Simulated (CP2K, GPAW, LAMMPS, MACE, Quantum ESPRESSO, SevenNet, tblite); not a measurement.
# Running amorphous Ge (66 atoms) with tblite

Wanted: tblite inputs and outputs for amorphous Ge (66 atoms), checked against a plane-wave reference.

Method: the method is named at each step, in tblite 0.8.0.

**1. The starting structure**

The cell holds 66 atoms: 66 Ge. Its edges and angles: a = 11.531 Å, b = 11.531 Å, c = 11.531 Å, α = 90.0°, β = 90.0°, γ = 90.0°. 66 atoms (66 Ge) placed at random at 5.19 g/cm³, melted at 3500 K for 10 ps at fixed volume with the Tersoff potential (Tersoff, Phys. Rev. B 39, 5566 (1989)). Quenched from 3500 K to 300 K at 5 K/ps and fixed volume, held 5 ps, then minimised at fixed cell.

The yardstick, on the same geometry:

* method: Kohn-Sham DFT, PBE, SSSP efficiency 1.3.0 pseudopotentials, plane waves (Quantum ESPRESSO 7.5); sssp-pbe-1.3.0-efficiency, cutoffs 45/360 Ry, Γ point
* r.m.s. force component: 0.2244 eV/Å
* longest force: 0.7198 eV/Å
* pressure: 2.938 GPa
* time: 15 min on 1 thread of Arm Neoverse V1, shared host
* CPU time: 15 min

**2. GFN1-xTB**

Method: GFN1-xTB tight binding, diagonalisation.

run.py

```python
import numpy as np
from ase.io import read
from tblite.ase import TBLite

atoms = read("structure.xyz")
atoms.calc = TBLite(method="GFN1-xTB", electronic_temperature=580, accuracy=1.0, max_iterations=250, mixer_damping=0.1, verbosity=1)
energy = atoms.get_potential_energy()
forces = atoms.get_forces()
print(f"energy {energy:.6f} eV")
print("forces (eV/A)")
for i, (a, f) in enumerate(zip(atoms, forces)):
    print(f"{i:4d} {a.symbol:2s} {f[0]:10.5f} {f[1]:10.5f} {f[2]:10.5f}")
stress = -atoms.get_stress(voigt=False) * 160.21766
print("stress (GPa, compression positive)")
for row in stress:
    print(" ".join(f"{x:10.4f}" for x in row))
print("charges (e)")
print(np.array2string(atoms.get_charges(), precision=4, suppress_small=True, max_line_width=110, threshold=100000))
```

structure.xyz

```xyz
66
Lattice="11.53150 0.00000 0.00000 0.00000 11.53150 0.00000 0.00000 0.00000 11.53150" Properties=species:S:1:pos:R:3 pbc="T T T"
Ge 0.69558 5.01574 7.07976
Ge 11.18521 7.18966 7.45638
Ge 0.03909 0.47960 10.35563
Ge 2.56841 4.52081 4.31670
Ge 2.16700 10.46645 11.08558
Ge 6.99362 2.19191 10.51950
Ge 8.19613 5.61849 9.86508
Ge 3.54859 2.10796 4.22676
Ge 4.25708 11.39185 0.60690
Ge 0.44281 11.46992 2.54316
Ge 6.38949 9.77133 9.57311
Ge 5.93100 5.22308 1.86707
Ge 6.56534 4.02034 8.90970
Ge 5.39628 0.38561 10.03656
Ge 8.83959 7.24466 8.13697
Ge 6.55946 2.85762 1.32808
Ge 10.63458 7.04990 3.77161
Ge 3.73252 1.09987 8.30983
Ge 10.71380 3.39015 5.76713
Ge 6.78802 3.07637 6.62819
Ge 0.63089 3.55747 9.02870
Ge 3.39706 8.25379 7.03375
Ge 8.59224 2.16504 2.59366
Ge 6.91971 8.85412 0.30558
Ge 5.76021 5.28754 5.99453
Ge 4.06854 6.64145 10.48432
Ge 0.60909 1.75556 0.90799
Ge 3.34944 8.45674 2.90986
Ge 9.34478 11.24955 2.86950
Ge 4.36052 1.93879 1.87318
Ge 9.01279 2.09550 7.39838
Ge 8.40566 3.47859 4.67810
Ge 10.42678 9.86405 10.34664
Ge 1.40800 9.40198 1.63759
Ge 10.27514 10.75128 5.22342
Ge 5.02808 1.42921 6.15494
Ge 10.53426 3.42785 1.66653
Ge 3.02160 3.13703 9.61335
Ge 11.03311 7.88870 1.56044
Ge 5.35857 9.68185 2.01421
Ge 0.00923 4.66392 3.72963
Ge 1.86683 0.30927 4.50040
Ge 10.26684 4.36421 10.78149
Ge 2.36903 9.35989 5.05414
Ge 9.25357 9.48270 0.94870
Ge 7.15749 7.28802 6.43954
Ge 0.01822 8.61657 5.44102
Ge 0.25646 6.28317 11.40673
Ge 0.16928 1.09411 6.00641
Ge 3.60728 5.97608 2.60335
Ge 3.24773 5.69137 6.56154
Ge 5.69218 9.04427 7.23498
Ge 9.48016 2.08455 9.86370
Ge 0.40533 7.99583 9.64068
Ge 8.66396 9.66017 8.71851
Ge 8.59131 11.24460 6.85513
[... 6 atom lines left out ...]
Ge 2.51168 5.49234 0.49908
Ge 7.23094 9.95607 3.66091
Ge 1.12963 1.11683 8.23326
Ge 6.44184 6.55796 11.41238
```

Launch:

```console
$ OMP_NUM_THREADS=1 python run.py > output.txt
```

The program printed:

```text
------------------------------------------------------------
  cycle        total energy    energy error   density error
------------------------------------------------------------
      1     -105.2531171749  -1.0516729E+02   3.8155307E-01
      2     -110.5899148890  -5.3367977E+00   2.3761865E-01
      3     -111.4096040486  -8.1968916E-01   1.9506220E-01
      4     -110.9954287267   4.1417532E-01   1.6390671E-01
      5     -111.0582887775  -6.2860051E-02   5.1414352E-02
      6     -111.4480765061  -3.8978773E-01   1.3662520E-02
      7     -111.4530368414  -4.9603353E-03   7.2325752E-03
      8     -111.4526966557   3.4018575E-04   6.6059039E-03
      9     -111.4535206836  -8.2402792E-04   4.0327856E-03
     10     -111.4537721532  -2.5146958E-04   8.5577639E-04
     11     -111.4537840063  -1.1853096E-05   5.0087773E-04
     12     -111.4537833237   6.8257282E-07   4.1633494E-04
     13     -111.4537853452  -2.0215179E-06   1.7090343E-04
     14     -111.4537863519  -1.0067055E-06   4.7652165E-05
     15     -111.4537864502  -9.8315638E-08   3.1033496E-05
     16     -111.4537864555  -5.2748277E-09   2.7123010E-05
     17     -111.4537864561  -6.2006222E-10   1.6178006E-05
------------------------------------------------------------
 total:                                   6.465 sec
energy -3032.812007 eV
forces (eV/A)
   0 Ge   -0.06557   -0.16550    0.32338
   1 Ge   -0.20794   -0.07783    0.15538
   2 Ge    0.03145   -0.23262    0.00944
   3 Ge    0.08137    0.09661   -0.07129
   4 Ge    0.10102    0.02536    0.00318
   5 Ge    0.38466    0.05812   -0.13234
   6 Ge    0.09914   -0.13597    0.04106
   7 Ge    0.05986   -0.08460   -0.07036
   8 Ge   -0.17284   -0.12862    0.00808
   9 Ge    0.15577   -0.20941   -0.12971
  10 Ge    0.23193   -0.26779   -0.15482
  11 Ge    0.04610   -0.00007   -0.39874
  12 Ge    0.10389   -0.00613    0.10995
  13 Ge    0.06053    0.10086   -0.00918
  14 Ge    0.18466    0.09044    0.07427
  15 Ge   -0.06573    0.00230   -0.13629
  16 Ge   -0.24104   -0.13218    0.16802
  17 Ge   -0.34498    0.04988   -0.17001
  18 Ge   -0.18518    0.17143   -0.05126
  19 Ge    0.08264    0.11059   -0.20164
  20 Ge    0.41480   -0.23671   -0.31823
  21 Ge    0.09167    0.13735    0.08090
  22 Ge    0.14925   -0.15723    0.15576
  23 Ge    0.00469    0.05961   -0.12741
[...]
58 Ge    0.02734   -0.04046    0.07553
  59 Ge    0.15301    0.23972   -0.32101
  60 Ge    0.02831    0.33836   -0.15904
  61 Ge   -0.04091    0.06114   -0.12360
  62 Ge   -0.29565   -0.08032    0.10418
  63 Ge   -0.34751    0.39166   -0.10403
  64 Ge    0.17481    0.54273    0.21567
  65 Ge   -0.06491   -0.32558    0.10021
stress (GPa, compression positive)
    4.3435     0.9747    -0.2493
    0.9747     3.5651     0.0330
   -0.2493     0.0330     4.9098
charges (e)
[ 0.0101 -0.0266  0.0571  0.0547  0.0207 -0.0229 -0.0036  0.0232 -0.0141 -0.0164 -0.049  -0.0042  0.0249
 -0.0076 -0.0149  0.0075 -0.0197 -0.0193  0.0185 -0.0235 -0.0586  0.0239 -0.0167  0.005   0.0258 -0.0173
 -0.0276  0.0126  0.0709 -0.03    0.1033  0.0562 -0.0217 -0.0483  0.0052  0.0237 -0.026  -0.0285 -0.0208
 -0.0335  0.0929 -0.0298  0.0681  0.0316  0.0219 -0.036  -0.     -0.0073 -0.0473 -0.0094  0.0559 -0.006
  0.0372 -0.0311 -0.035  -0.0642 -0.0135 -0.0045 -0.0474 -0.0334 -0.0176 -0.0534 -0.0187  0.064   0.0598
  0.0312]
```

It took 7.1 s on 1 thread of Arm Neoverse V1, shared host; peak memory 0.14 GiB.

Banners, paths, timers and routine set-up lines are dropped from the logs unmarked, and long logs keep their key lines alone; longer cuts are marked.

Numbers from this run, and their distance from the reference:

* r.m.s. force component: 0.1922 eV/Å
* r.m.s. difference of force components: 106.1 meV/Å
* longest difference of force vectors: 314.8 meV/Å
* force difference over r.m.s. force: 47.28 %
* slope of forces against the reference's: 0.755
* correlation of force components: 0.8815
* pressure: 4.273 GPa
* pressure difference: 1.335 GPa

The surroundings of Ge25, which bears the longest force, nearest first, numbered as they follow in the input and with coordinates relative to it.

```tsv
atom	x	y	z	distance (Å)	bonds	Mulliken charge (e)	Fx	Fy	Fz (eV/Å)
Ge25	0.00	0.00	0.00	0.00	4	0.03	0.057	0.162	-0.586
Ge46	1.40	2.00	0.45	2.48	4	-0.04	0.145	-0.223	-0.103
Ge59	1.39	0.21	-2.09	2.52	4	-0.05	0.027	-0.040	0.076
Ge20	1.03	-2.21	0.63	2.52	5	-0.02	0.083	0.111	-0.202
Ge51	-2.51	0.40	0.57	2.61	5	0.06	0.182	-0.050	-0.044
Ge60	-1.46	-0.33	2.79	3.17	4	-0.03	0.153	0.240	-0.321
Ge13	0.81	-1.27	2.92	3.28	4	0.02	0.104	-0.006	0.110
Ge32	2.65	-1.81	-1.32	3.46	4	0.06	-0.096	0.056	-0.083
Ge4	-3.19	-0.77	-1.68	3.69	4	0.05	0.081	0.097	-0.071
```

Atoms are counted from 1 here, from 0 in the log.

Forces lie 47 % from the reference's, at 0.0079 times its CPU time.

**3. What came out**

```
force difference from the reference : tblite GFN1-xTB, 47 %
its CPU time                        : 7.1 s
```

In words: Tight binding differs by 47 % (tblite GFN1-xTB); it is another model, with fitted parameters of its own, and the xTB methods hold dispersion. One electronic-structure run takes under half the reference's CPU time: tblite GFN1-xTB, at 47 % in 7.1 s against 15 min. Periodic xTB results under one method name differ between programs and library versions. The reference's pressure holds the uncorrected Pulay stress of its 45 Ry basis, so small pressure differences, and their order, may be the reference's own error. The quench rate of 5 K/ps is many orders above laboratory rates, so the cell is likely richer in defects and strain than a real sample. The network of bonds at the start is that of the classical potential that made the cell, and needn't be the one that DFT or experiment would give. The reference's pressure of 2.9 GPa belongs to a cell and atoms that aren't relaxed at this level. The electronic-structure runs sample only Γ, in a cell whose shortest periodic width is 12 Å, which is coarse for a cell with partly filled levels.

[Also dropped from logs without a mark: logging warnings of Python, and SIESTA's first energy breakdown and zero terms.]

[Logs are printed without paths, hosts, clocks, repeated set-up lines and the standing remarks that a program may print on its own settings, such as how far it seeks lower states.]

[Hosts, paths, dates, database ids (printed as entryN), source tags and the programs' standing remarks are cut or masked in the printed files.]
